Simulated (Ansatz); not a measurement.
In doubt: masses and optical values from hybrid runs of this build are listed as unsure, which bears on the screening that GW takes from such a start.

Rows from a G0W0 calculation on YPO4 (I4_1/amd) (Ansatz 0.2.0; G0W0 on HSE06, plane waves, PAW; 4×4×4 mesh, 325 empty bands, screening to 100 eV), in eV. Spin-orbit coupling is left out.

The database entry behind the starting cell differs from later determinations by our own check (impure mineral, about 0.2 % long), so it need not match the best structure at ambient conditions.

```
row                      k  band   start       Σx  Σc at the solution      Vxc
  A  (0.000, 0.000, 0.250)    c1  13.394   -8.255              -4.100  -13.406
  B  (0.000, 0.000, 0.250)    c2  13.980   -8.763              -4.189  -14.041
  C  (0.000, 0.000, 0.250)    v1   5.334  -26.427               4.150  -21.931
  D                      Γ    v1   5.523  -26.687               4.157  -22.216
  E                      Γ    c2  13.615   -8.765              -4.105  -13.976
  F                      Γ    c1  13.573   -8.996              -3.771  -13.650
```

Question: Work out each quasiparticle level and how far it moved.

The quasiparticle equation reads E = start + Σx + Σc(E) − Vxc.

```
row  E (eV)  shift (eV)
  A  14.446      +1.052
  B  15.069      +1.089
  C   4.989      −0.345
  D   5.210      −0.313
  E  14.721      +1.106
  F  14.456      +0.883
```

The gap over the computed points goes from 7.87 eV to 9.24 eV.

Limits: not at the basis limit; no spin-orbit coupling.

[Paths, hosts, dates, memory and timing lines, banners, echoed tables and standing remarks are left out of the program output.]

[Logs are printed without paths, hosts, clocks, repeated set-up lines and the standing remarks that a program may print on its own settings, such as how far it seeks lower states.]

[Runs of the session that timed out or met a known fault of the program may be left out.]

[Cells called generated may have been cut or substituted from an entry of the Crystallography Open Database or the Materials Project.]

[Hosts, paths, dates, database ids (printed as entryN), source tags and the programs' standing remarks are cut or masked in the printed files.]
